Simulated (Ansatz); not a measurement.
# Site preference of Si in place of C in amorphous carbon (123 atoms), part 2 of 3

Aim: make Si in place of C at several sites of amorphous carbon (123 atoms), relax each, and compare their energies.

Ansatz 0.2.0; Kohn-Sham DFT, PBE, PAW (set soft_2), plane waves.

The cell: 123 C. The quench rate of 500 K/ps far exceeds what a furnace or splat quench reaches. The starting topology of bonds comes from the classical model. Sampling is at Γ alone, for a cell whose shortest periodic width is 11 Å.

So far. Step 2 (Single point at the start): The r.m.s. force at the start is 1.4 eV/Å. Step 3 (Relaxation): The relaxation converged after 33 steps, 20.1 eV below its start, with a largest force component of 0.048 eV/Å.

### 4. Single point at the relaxed geometry

The electronic structure is read at the final geometry, in a run of its own.

Contents of input.yaml:

```yaml
crystal:
  lattice:
    - [11.0851, 0.0, 0.0]
    - [0.0, 11.0851, 0.0]
    - [0.0, 0.0, 11.0851]
  atoms:
    - { symbol: C, position: [0.55556, 0.06095, 0.2231] }
    - { symbol: C, position: [0.64814, 0.61677, 0.05706] }
    - { symbol: C, position: [0.28605, 0.35308, 0.3868] }
    - { symbol: C, position: [0.21072, 0.06172, 0.98004] }
    - { symbol: C, position: [0.70338, 0.5564, 0.34834] }
    - { symbol: C, position: [0.05859, 0.96498, 0.45304] }
    [... 111 atom lines left out ...]
    - { symbol: C, position: [0.97682, 0.79134, 0.21206] }
    - { symbol: C, position: [0.4014, 0.55069, 0.72181] }
    - { symbol: C, position: [0.80351, 0.05059, 0.46614] }
    - { symbol: C, position: [0.08956, 0.9437, 0.67919] }
    - { symbol: C, position: [0.26271, 0.69321, 0.25725] }
    - { symbol: C, position: [0.86199, 0.61872, 0.20917] }
kpoints:
  mp_grid: { grid: [1, 1, 1] }
hamiltonian:
  xc: pbe
scf:
  occupations: { method: gaussian, width: 0.05 }
output:
  forces: true
  stress: true
  populations: true
  dos:
    method: { smearing: { sigma: 0.1 } }
    de: 0.1
    projected: { site_lists: { C: [C] } }
  eigenvalues: true
  write_density: true
  write_potential: true
  volumetric_format: npy
```

On the command line:

```
$ ansatz run input.yaml --threads 4 --pin off --max-ram 8192MiB --backend cpu --events-out ev --progress --plain --runs-dir out
```

Numbers of over 12 decimals in the logs are rounded to 6 here.

What it wrote:

```text
[...]
Crystal: 123 atoms, lattice volume = 1362.131 Å³
Basis set: ecut = 420 eV, 26745 PW (Γ), exchange–correlation on 150×150×150 points (8 copies of the dense FFT grid, shifted against one another)
Bands: 369, of which v1, the nominal top of the filled ones, is band 246 counted from 1 (245 counted from 0)
Symmetry: 1 space group operations
[...]
k-points: 1
[...]
SCF iter   1: F=—  HF=-30772.158532 eV  |F-HF|=—  |Δ(HF+E_count)|=         —  Δρ=1.31e-2  dr2=3.74e0  ethr=1.77e-3  ⟨swp⟩=6.0  Hψ=1635  notcnv=0  defer=88
[...]
SCF iter  16: F=-30771.571388 eV  HF=-30771.571388 eV  |F-HF|=2.22e-8  |Δ(HF+E_count)|=   5.26e-8  Δρ=7.13e-7  dr2=1.35e-8  ethr=2.03e-11  ⟨swp⟩=8.0  Hψ=1982  notcnv=0
SCF 1 converged in 16 iterations: F = -30771.571388 eV  dr2 = 1.35e-8
[...]
WARN: The input density's exchange-correlation potential varies sharply where the density is thin. Do not read a vacuum level from v_tot or v_xc, or from such a field of the output density. On a cell that repeats whose density bears no net charge and no dipole along the vacuum's axis use v_es (v_loc + v_h of the components); [...]
SCF converged after 16 iterations
Free energy (F): -30771.571388 eV
[...]
Internal energy: -30771.571388 eV  (E = F + TS)
E sigma→0 (E₀):  -30771.571388 eV
Entropy (-TS):   -0.000000 eV (-0.000 meV/atom)
Fermi energy:    4.642130 eV
[...]
--- Forces (eV/Å), atoms counted from 1 ---
  atom   1  C     -0.00218613     0.00002040    -0.00098286
  atom   2  C      0.00012524    -0.00142228     0.00122097
  atom   3  C     -0.00548639     0.00361757    -0.00287249
  atom   4  C      0.00091191     0.00278516     0.00341453
  atom   5  C      0.00189699    -0.00511296    -0.01144896
  atom   6  C      0.00495229     0.00273634     0.00580707
  atom   7  C      0.00884213    -0.01529224     0.00038552
  atom   8  C     -0.00026444    -0.00409773    -0.00065722
  atom   9  C      0.00131089    -0.00093322    -0.00347365
  atom  10  C      0.00140371    -0.00003889    -0.00182236
  atom  11  C     -0.00545544     0.00241939    -0.00212562
  atom  12  C     -0.00612490    -0.00242296     0.00206656
  atom  13  C      0.00034092     0.00156384    -0.00234864
  atom  14  C      0.00357822    -0.00133261    -0.00181162
[...]
atom 122  C      0.00076225     0.00274876     0.00047289
  atom 123  C      0.01098079    -0.00737109    -0.00429007
  max |Σ_I F_I| component: 1.05e-5 eV/Å
--- Stress (GPa, compression-positive) ---
      -13.151636      -0.461433       0.330609
       -0.461433      -9.328717      -0.940489
        0.330608      -0.940490      -7.732815
  P = ⅓ Tr σ = -10.0711 GPa (-100.711 kbar)
--- Band table (eV) ---
[...]
--- Löwdin populations: 123 sites ---
  site symbol       q [e]
     0      C      4.0164
     1      C      3.9386
     2      C      3.9981
[...]
122      C      3.9778
  spilling = 0.009382 (of n_electrons = 492.000000)
```

It took 30 s on 4 threads of Arm Neoverse V1, shared host; peak memory 1.6 GiB.

The program notes that the exchange-correlation potential is rough where the density is thin.

Read from the output:

- free energy: -30771.5714 eV
- free energy per atom: -250.1754 eV/atom
- SCF cycles: 16
- pressure: -10.07 GPa
- r.m.s. force component: 0.00768 eV/Å
- longest force: 0.06058 eV/Å
- Fermi energy: 4.642 eV
- gap (highest filled to lowest empty level): 0.3517 eV
- spilling of the projection: 0.009382

The mean of these charges, 0.038 e, is only the charge that the projection spills.

Löwdin charges by element and coordination (they lack the spilled electrons, 0.038 e an atom on average):

```tsv
element	coordination	atoms	mean charge (e)	spread	least	most
C	all	123	0.0375	0.0259	-0.0203	0.115
C	2	7	0.0517	0.0289	0.0144	0.0975
C	3	108	0.035	0.0249	-0.0203	0.0933
C	4	8	0.059	0.023	0.0344	0.115
```

States in the cell by windows of 1 eV, zero at the Fermi level; the larger projections on atomic orbitals stand beside the total:

```tsv
from (eV)	to (eV)	total	C p	C s
-10	-9	27.7	22.0	5.5
-9	-8	27.6	24.0	3.3
-8	-7	38.4	34.9	3.1
-7	-6	40.0	37.5	2.1
-6	-5	39.5	37.4	1.9
-5	-4	34.3	32.7	1.4
-4	-3	30.7	29.6	1.0
-3	-2	29.3	28.2	0.9
-2	-1	25.0	24.1	0.8
-1	0	18.9	18.1	0.7
0	1	18.5	17.4	0.8
1	2	22.1	20.6	1.0
2	3	20.4	18.5	1.2
3	4	26.2	22.7	1.8
4	5	22.0	17.0	1.9
```

Between -20 and -10 eV lie 180 more states.

The levels nearest the highest filled one (over half full), pooled over k-points and spins:

```tsv
level less the highest filled one (eV)	occupation
-0.473	2
-0.378	2
-0.287	2
-0.152	2
-0.0796	2
0	2
0.352	0
0.370	0
0.437	0
0.529	0
0.592	0
0.678	0
```

Valence density in the ab plane at fractional z = 0.339, with atoms of C within 0.2 Å of it. It is the smooth field of the valence electrons, not physical close to the nuclei.

Values in e/Å³, 13 rows by 16 columns, each cell a mean:
```
0.4 1.3 1.3 1.0 1.1 0.3 0.0 0.0 0.0 0.1 0.0 0.1 0.2 0.1 0.1 0.2
0.3 0.9 0.9 1.1 1.7 0.9 0.4 0.4 0.3 0.1 0.1 0.0 0.1 0.1 0.1 0.1
0.1 0.1 0.1 0.2 1.2 1.6 1.4 1.7 1.5 1.1 0.3 0.2 0.6 0.8 0.3 0.1
0.0 0.0 0.0 0.2 0.6 0.5 0.4 0.7 1.2 1.4 1.0 0.9 1.0 1.4 0.8 0.2
0.0 0.0 0.1 0.4 0.3 0.1 0.0 0.1 0.1 0.2 0.9 1.2 0.4 0.2 0.2 0.1
0.1 0.3 0.6 1.0 0.7 0.3 0.2 0.2 0.1 0.1 0.9 1.7 0.8 0.2 0.1 0.0
0.2 0.6 0.7 0.6 1.4 1.4 1.1 1.1 0.7 0.7 1.3 1.0 0.5 0.2 0.0 0.0
0.6 0.6 0.3 0.3 1.4 1.2 0.5 1.1 1.8 1.4 1.1 0.6 0.2 0.1 0.1 0.3
1.6 0.6 0.1 0.3 1.0 0.9 0.5 1.1 1.5 0.5 0.6 1.1 1.1 0.6 0.4 1.3
0.6 0.1 0.0 0.1 0.4 1.3 1.6 1.5 1.5 1.5 1.2 0.7 0.6 0.6 1.0 1.2
0.1 0.0 0.0 0.1 0.5 1.5 0.8 0.2 0.3 1.3 1.5 0.4 0.2 0.2 0.5 0.4
0.1 0.0 0.0 0.2 1.1 1.6 0.5 0.1 0.1 0.7 1.4 1.3 1.0 0.3 0.1 0.1
0.1 0.2 0.2 0.2 0.7 0.6 0.1 0.0 0.1 0.2 0.4 1.0 1.3 0.5 0.1 0.1
```
Columns run along a (11.1 Å), rows up along b (11.1 Å). Atoms in or near the plane, at fractional coordinates: C at (0.70, 0.56), C at (0.31, 0.47), C at (0.32, 0.80), C at (0.57, 0.75), C at (0.76, 0.06), C at (0.99, 0.33), C at (0.61, 0.23), C at (0.46, 0.79), C at (0.32, 0.13), C at (0.49, 0.29), C at (0.52, 0.42), C at (0.11, 0.93), C at (0.25, 0.91).

Electrostatic potential energy in the ab plane at fractional z = 0.339, with atoms of C within 0.2 Å of it. With pseudopotentials it is smooth inside the atoms' cores, unlike the true potential.

Values in eV, 13 rows by 16 columns, each cell a mean:
```
  2 -34 -29 -15 -22   4   8   9   8   8   8   7   6   7   8   7
  4 -16 -14 -20 -34  -9   3  -2   5   7   8   8   8   7   8   7
  8   8   8   5 -27 -50 -20 -55 -23 -25   3   6  -5  -8   4   7
  9   9   9   6   0  -1   2  -6 -17 -37 -11 -12 -12 -16  -3   6
  9   9   7   3   4   7   8   8   7   5  -8 -16   2   5   6   8
  9   5   0 -22  -4   5   5   5   7   7 -16 -51  -6   6   9   9
  7  -4  -3  -1 -28 -33 -12 -13  -6  -3 -18 -15   2   6   9   9
  0   0   5   5 -18 -19   1 -13 -52 -17 -23  -1   5   6   7   3
-36   1   7   5 -14  -6   0 -16 -23   0  -1 -15  -8  -3   2 -33
 -5   7   9   8   4 -29 -38 -28 -31 -32 -25  -2  -1  -1 -13 -13
  7   9   9   8  -3 -23  -7   5   3 -20 -22   3   6   6  -2   2
  8   9   9   7 -16 -45  -2   8   7  -8 -33 -16 -27   2   8   8
  7   6   6   6  -1   0   7   9   8   6   3 -17 -36   0   7   7
```
Columns run along a (11.1 Å; values clipped at the 3rd and 97th percentile), rows up along b (11.1 Å). Atoms in or near the plane, at fractional coordinates: C at (0.70, 0.56), C at (0.31, 0.47), C at (0.32, 0.80), C at (0.57, 0.75), C at (0.76, 0.06), C at (0.99, 0.33), C at (0.61, 0.23), C at (0.46, 0.79), C at (0.32, 0.13), C at (0.49, 0.29), C at (0.52, 0.42), C at (0.11, 0.93), C at (0.25, 0.91).

Between filled and empty levels lie 0.352 eV (at Γ alone); a semilocal functional tends to put such gaps too low. In a disordered cell it changes from sample to sample, and tail or defect levels can set it. Löwdin charges run from -0.02 to +0.12 e, about a mean that is the spilled charge alone. Within 0.4 eV of the Fermi level the largest share is C p (95 % of the projected weight).

### 5. Si on a site of C, site C45

The site has 2 bonded neighbours (C2) at 1.32 Å on average, by cutoffs that count no bonds between two metal atoms or like ions. The change is made in the relaxed cell and the atoms are relaxed again.

Contents of input.yaml:

```yaml
crystal:
  lattice:
    - [11.0851, 0.0, 0.0]
    - [0.0, 11.0851, 0.0]
    - [0.0, 0.0, 11.0851]
  atoms:
    [... atom lines 1 to 41 left out ...]
    - { symbol: C, position: [0.08644, 0.47097, 0.65283] }
    - { symbol: C, position: [0.68699, 0.68273, 0.3792] }
    - { symbol: C, position: [0.96818, 0.51477, 0.68396] }
    - { symbol: Si, position: [0.74237, 0.03379, 0.92169] }
    - { symbol: C, position: [0.63729, 0.445, 0.37441] }
    - { symbol: C, position: [0.7998, 0.31004, 0.28455] }
    - { symbol: C, position: [0.61059, 0.23206, 0.35398] }
    [... atom lines 49 to 123 left out ...]
kpoints:
  mp_grid: { grid: [1, 1, 1] }
hamiltonian:
  xc: pbe
scf:
  occupations: { method: gaussian, width: 0.05 }
output:
  forces: true
  eigenvalues: true
relax:
  f_tol: 0.05
  max_steps: 90
```

What it wrote:

```text
[...]
Crystal: 123 atoms, lattice volume = 1362.131 Å³
Basis set: ecut = 420 eV, 26745 PW (Γ), exchange–correlation on 150×150×150 points (8 copies of the dense FFT grid, shifted against one another)
Bands: 369, of which v1, the nominal top of the filled ones, is band 246 counted from 1 (245 counted from 0)
Symmetry: 1 space group operations
[...]
k-points: 1
[...]
SCF iter   1: F=—  HF=-31145.611062 eV  |F-HF|=—  |Δ(HF+E_count)|=         —  Δρ=1.37e-2  dr2=4.28e0  ethr=1.77e-3  ⟨swp⟩=6.0  Hψ=1670  notcnv=0  defer=84
[...]
SCF iter  10: F=-31144.939941 eV  HF=-31144.939957 eV  |F-HF|=1.60e-5  |Δ(HF+E_count)|=   6.77e-7  Δρ=2.59e-5  dr2=2.25e-5  ethr=1.27e-8  ⟨swp⟩=21.0  Hψ=2354  notcnv=0
SCF 1 converged in 10 iterations: F = -31144.939941 eV  dr2 = 2.25e-5
[...]
relax step   1: F+E_penalty+E_count = -31144.93994145 eV  Δ(F+E_penalty+E_count) = +0.000e0 eV  max|allowed force component| = 2.507e1 eV/Å  Δτ_max = 0.0000 Å  (10 SCF iters, dr2 threshold 6.25e-5 eV, accepted)
[...]
relax step   2: F+E_penalty+E_count = -31151.99905870 eV  Δ(F+E_penalty+E_count) = -7.059e0 eV  max|allowed force component| = 9.782e0 eV/Å  Δτ_max = 0.1812 Å  (9 SCF iters, dr2 threshold 1.00e-4 eV, accepted)
[...]
relax step   3: F+E_penalty+E_count = -31154.03785071 eV  Δ(F+E_penalty+E_count) = -2.039e0 eV  max|allowed force component| = 3.703e0 eV/Å  Δτ_max = 0.1436 Å  (9 SCF iters, dr2 threshold 1.00e-4 eV, accepted)
relax step   4: F+E_penalty+E_count = -31153.47816275 eV  Δ(F+E_penalty+E_count) = +5.597e-1 eV  max|allowed force component| = 2.115e0 eV/Å  Δτ_max = 0.2000 Å  (8 SCF iters, dr2 threshold 1.00e-4 eV, rejected (line search))
relax step   5: F+E_penalty+E_count = -31154.52424900 eV  Δ(F+E_penalty+E_count) = -4.864e-1 eV  max|allowed force component| = 9.351e-1 eV/Å  Δτ_max = 0.0973 Å  (13 SCF iters, accepted)
relax step   6: F+E_penalty+E_count = -31154.64842138 eV  Δ(F+E_penalty+E_count) = -1.242e-1 eV  max|allowed force component| = 5.052e-1 eV/Å  Δτ_max = 0.0962 Å  (7 SCF iters, dr2 threshold 5.57e-5 eV, accepted)
relax step   7: F+E_penalty+E_count = -31154.77523257 eV  Δ(F+E_penalty+E_count) = -1.268e-1 eV  max|allowed force component| = 7.008e-1 eV/Å  Δτ_max = 0.1500 Å  (8 SCF iters, dr2 threshold 1.63e-5 eV, accepted)
relax step   8: F+E_penalty+E_count = -31154.99817578 eV  Δ(F+E_penalty+E_count) = -2.229e-1 eV  max|allowed force component| = 7.016e-1 eV/Å  Δτ_max = 0.1948 Å  (7 SCF iters, dr2 threshold 1.00e-4 eV, accepted)
relax step   9: F+E_penalty+E_count = -31155.23912254 eV  Δ(F+E_penalty+E_count) = -2.409e-1 eV  max|allowed force component| = 5.364e-1 eV/Å  Δτ_max = 0.1950 Å  (6 SCF iters, dr2 threshold 1.00e-4 eV, accepted)
relax step  10: F+E_penalty+E_count = -31155.46065825 eV  Δ(F+E_penalty+E_count) = -2.215e-1 eV  max|allowed force component| = 4.207e-1 eV/Å  Δτ_max = 0.1961 Å  (6 SCF iters, dr2 threshold 1.00e-4 eV, accepted)
relax step  11: F+E_penalty+E_count = -31155.61319442 eV  Δ(F+E_penalty+E_count) = -1.525e-1 eV  max|allowed force component| = 3.914e-1 eV/Å  Δτ_max = 0.1919 Å  (8 SCF iters, dr2 threshold 1.00e-4 eV, accepted)
relax step  12: F+E_penalty+E_count = -31155.49384392 eV  Δ(F+E_penalty+E_count) = +1.194e-1 eV  max|allowed force component| = 9.431e-1 eV/Å  Δτ_max = 0.1953 Å  (8 SCF iters, dr2 threshold 9.42e-5 eV, rejected (line search))
relax step  13: F+E_penalty+E_count = -31155.68214061 eV  Δ(F+E_penalty+E_count) = -6.895e-2 eV  max|allowed force component| = 7.868e-1 eV/Å  Δτ_max = 0.0954 Å  (12 SCF iters, accepted)
relax step  14: F+E_penalty+E_count = -31155.69561870 eV  Δ(F+E_penalty+E_count) = -1.348e-2 eV  max|allowed force component| = 1.042e0 eV/Å  Δτ_max = 0.0911 Å  (8 SCF iters, dr2 threshold 1.00e-4 eV, accepted)
relax step  15: F+E_penalty+E_count = -31155.71589631 eV  Δ(F+E_penalty+E_count) = -2.028e-2 eV  max|allowed force component| = 1.247e-1 eV/Å  Δτ_max = 0.0270 Å  (6 SCF iters, dr2 threshold 1.00e-4 eV, accepted)
relax step  16: F+E_penalty+E_count = -31155.71885466 eV  Δ(F+E_penalty+E_count) = -2.958e-3 eV  max|allowed force component| = 9.865e-2 eV/Å  Δτ_max = 0.0145 Å  (10 SCF iters, accepted)
relax step  17: F+E_penalty+E_count = -31155.72116077 eV  Δ(F+E_penalty+E_count) = -2.306e-3 eV  max|allowed force component| = 5.887e-2 eV/Å  Δτ_max = 0.0120 Å  (9 SCF iters, accepted)
[...]
relax step  18: F+E_penalty+E_count = -31155.72225099 eV  Δ(F+E_penalty+E_count) = -1.090e-3 eV  max|allowed force component| = 3.300e-2 eV/Å  Δτ_max = 0.0081 Å  (9 SCF iters, accepted)
SCF converged after 9 iterations
Free energy (F): -31155.722251 eV
[...]
Internal energy: -31155.720900 eV  (E = F + TS)
E sigma→0 (E₀):  -31155.721576 eV
Entropy (-TS):   -0.001351 eV (-0.011 meV/atom)
Fermi energy:    4.642127 eV
[...]
--- Forces (eV/Å), atoms counted from 1 ---
  atom   1  C     -0.00523137    -0.00830241    -0.00674484
  atom   2  C      0.00139896     0.00609387    -0.00015574
  atom   3  C      0.00206078    -0.00402297     0.00116679
  atom   4  C      0.00386071     0.00589364    -0.00208796
  atom   5  C      0.00327266    -0.00060282    -0.00711615
  atom   6  C     -0.00197017    -0.00282451    -0.00291016
  atom   7  C      0.00581427     0.00206469     0.00381077
  atom   8  C      0.00328677     0.00419309    -0.00453422
  atom   9  C      0.01143135     0.00469746    -0.00640889
  atom  10  C     -0.00340961     0.00661288    -0.00815942
  atom  11  C      0.00360740    -0.00171537    -0.00058975
  atom  12  C     -0.00069370    -0.00667008     0.00510775
  atom  13  C     -0.00350634    -0.00210999    -0.01399403
  atom  14  C      0.00016903     0.00415540     0.00231975
[...]
atom 122  C     -0.00006811    -0.00220375     0.00467564
  atom 123  C      0.01106199    -0.00914450    -0.00716223
  max |Σ_I F_I| component: 1.08e-4 eV/Å
--- Band table (eV) ---
[...]
--- Relaxed structure (18 steps of the walk, 16 accepted, 0 SCFs on fresh bases) ---
  F+E_penalty+E_count = -31155.72225099 eV   max|allowed force component| = 3.300e-2 eV/Å
  atoms:
    - { symbol: C, position: [0.551791, 0.060986, 0.227266] }
    - { symbol: C, position: [0.648130, 0.615235, 0.057909] }
    - { symbol: C, position: [0.284399, 0.353545, 0.386734] }
    - { symbol: C, position: [0.210700, 0.059222, 0.979056] }
[...]
- { symbol: C, position: [0.861306, 0.617939, 0.208308] }
```

Elapsed: 5.2 min, on 4 threads; peak memory 1.7 GiB; 20 min of CPU time.

The relaxation converged after 18 steps, 10.8 eV below its start, with a largest force component of 0.033 eV/Å.

A closer look about the Si atom, after relaxation: 11 atoms, nearest first, numbered in the order of the input, with positions taken from that point.

```tsv
atom	x	y	z	distance (Å)	bonds
Si45	0.00	0.00	0.00	0.00	2
C16	-0.34	-1.68	0.80	1.89	3
C70	-1.78	0.60	-0.45	1.93	3
C75	0.68	-2.26	-0.05	2.36	3
C69	-2.50	1.16	0.76	2.86	3
C35	-2.50	0.65	-1.67	3.07	3
C52	-1.29	-2.43	1.54	3.15	3
C98	2.23	-2.22	0.29	3.16	3
C40	-1.92	2.27	1.25	3.23	2
C79	3.16	-1.17	-0.15	3.37	3
C73	0.28	-3.30	-0.89	3.43	3
```

The column of bonds counts only the pairs C-C within 1.85 Å, C-Si within 2.17 Å; other neighbours, such as metal atoms beside each other in a compound, aren't counted, and periodic images can show an atom twice.

The largest move is 1.26 Å, by Si45.

### 6. Si on a site of C, site C111

The site has 4 bonded neighbours (C4) at 1.57 Å on average. 

Input and log are left out; they have the form of those shown for this kind of step.

Run time: 3.5 min. Hardware: 4 threads of Arm Neoverse V1, shared host; peak memory 1.7 GiB.

The relaxation converged after 13 steps, 5.93 eV below its start, with a largest force component of 0.041 eV/Å.

(Continued in part 3 of 3.)

[Logs are printed without paths, hosts, clocks, repeated set-up lines and the standing remarks that a program may print on its own settings, such as how far it seeks lower states.]

[Hosts, paths, dates, database ids (printed as entryN), source tags and the programs' standing remarks are cut or masked in the printed files.]
